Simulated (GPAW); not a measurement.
## Conductance along a series: a Ga chain with one bond drawn out

Aim: how the conductance and the thermopower change along a series of junctions, a Ga chain with one bond drawn out.

Calculated with GPAW 26.7.0; GPAW LCAO, PAW setups; Landauer transmission from Green's functions with principal layers (ASE), zero bias.

**1. The starting structure**

The cell holds 10 atoms: 10 Ga. Its edges and angles: a = 9.000 Å, b = 9.000 Å, c = 25.700 Å, α = 90.0°, β = 90.0°, γ = 90.0°. Regions: left lead, 5 atoms (5 Ga); right lead, 5 atoms (5 Ga). Vacuum lies along a and b. The structure is stacked, and the current runs, along c.

**2. Junction, stretch 0.2 Å**

The structure changes from member to member while basis and functional stay, so that the trend is less open to errors of the level than any single value.

File run.py:

```python
import json
import numpy as np
from ase import Atoms
from ase.transport.calculators import TransportCalculator
from gpaw import GPAW, FermiDirac
from gpaw.lcao.tools import get_lcao_hamiltonian
from scipy.linalg import eigh

# The junction with lead layers at both ends, along the third cell vector
device = Atoms(
    ['Ga', 'Ga', 'Ga', 'Ga', 'Ga', 'Ga', 'Ga', 'Ga', 'Ga', 'Ga'],
    positions=[
        [4.50000, 4.50000, 1.27500],
        [4.50000, 4.50000, 3.82500],
        [4.50000, 4.50000, 6.37500],
        [4.50000, 4.50000, 8.92500],
        [4.50000, 4.50000, 11.47500],
        [4.50000, 4.50000, 14.22500],
        [4.50000, 4.50000, 16.77500],
        [4.50000, 4.50000, 19.32500],
        [4.50000, 4.50000, 21.87500],
        [4.50000, 4.50000, 24.42500]],
    cell=[[9.0, 0.0, 0.0], [0.0, 9.0, 0.0], [0.0, 0.0, 25.7]],
    pbc=True)

# One principal layer of the lead: the first 3 atoms of the device
lead = Atoms(
    ['Ga', 'Ga', 'Ga'],
    positions=[
        [4.50000, 4.50000, 1.27500],
        [4.50000, 4.50000, 3.82500],
        [4.50000, 4.50000, 6.37500]],
    cell=[[9.0, 0.0, 0.0], [0.0, 9.0, 0.0], [0.0, 0.0, 7.65]],
    pbc=True)

settings = dict(mode='lcao', basis='dzp', xc='PBE', h=0.2,
                occupations=FermiDirac(0.1), maxiter=250,
                mixer=dict(beta=0.1, nmaxold=8, weight=100.0),
                convergence=dict(density=0.0001))
energies = np.arange(-2, 2 + 1e-9, 0.05)
eta = 0.0001
n1, n2 = 1, 1
# k and -k transmit alike, so half of the mesh across the current serves
mesh = [(i, j) for i in range(n1) for j in range(n2) if (i, j) <= (-i % n1, -j % n2)]
weights = np.array([1 if (i, j) == (-i % n1, -j % n2) else 2 for i, j in mesh]) / (n1 * n2)

# [... helper functions left out ...]
fermi_lead = ground_state(lead, (1, 1, 15), 'lead.txt')
fermi_device = ground_state(device, (1, 1, 3), 'device.txt')
# [... loop over the mesh left out, but for ...]
        # Shift the lead onto the potential of the device's first layer
        shift = ((H[:, 0, 0] - H0[:, 0, 0]) / S0[0, 0]).real.mean()
# [...]
kT = 8.617333e-5 * 300
bias = [0.1, 0.2, 0.5, 1.0, 1.5, 2.0]
# [... integrals and printing left out ...]
```

The run is started by

```
OMP_NUM_THREADS=1 OPENBLAS_NUM_THREADS=1 python run.py
```

The runs that follow: junction: stretch = 0.5; junction: stretch = 0.8; junction: stretch = 1.2; member of the series: stretch = 1.6; member of the series: stretch = 2.0; junction: stretch = 2.6; member of the series, box 9 × 9 × 28.7 Å: stretch = 3.2; side by side; mixing 0.25. Settings of the main run: stretch 0.2 Å, DZP basis, PBE, grid spacing 0.2 Å, smearing width 0.1 eV, energies (-2, 2, 0.05) eV, broadening 0.0001 eV, 15 k-points along the leads, period 7.65 Å, temperature 300 K, bias (0.1, 0.2, 0.5, 1, 1.5, 2) V.

**Question.** What will these runs give for the conductance, first and last member; and largest and smallest?

Current over bias at the lowest bias computed gives the conductance there: 226 μS, or 2.92 G₀ with G₀ = 2e²/h = 77.5 μS. As the extra bond length goes from 0.2 to 3.2 Å, the conductance goes from 2.92 to 0.0218 G₀. The conductance falls at every step of the series.

- conductance, first and last member: 2.92 and 0.0218 G₀
- largest and smallest: 2.92 and 0.0218 G₀

The geometry was built from estimated bond lengths and not relaxed, so the numbers describe this model structure. An evenly spaced straight chain is an idealisation: free chains tend to dimerise, zigzag or, where a band edge lies near the Fermi level, turn magnetic. The currents use the zero-bias T(E) throughout, which holds only while the bias is small against the distance to the nearest feature. The energy step is wider than the thermal energy, so the conductance and thermopower rest on interpolation of T(E). Atomic orbitals end short of the vacuum, so tunnelling across a wide gap comes out too low.

[Long decimals in the printed logs are rounded to 6 places.]

[Logs are printed without paths, hosts, clocks, repeated set-up lines and the standing remarks that a program may print on its own settings, such as how far it seeks lower states.]

[Hosts, paths, dates, database ids (printed as entryN), source tags and the programs' standing remarks are cut or masked in the printed files.]
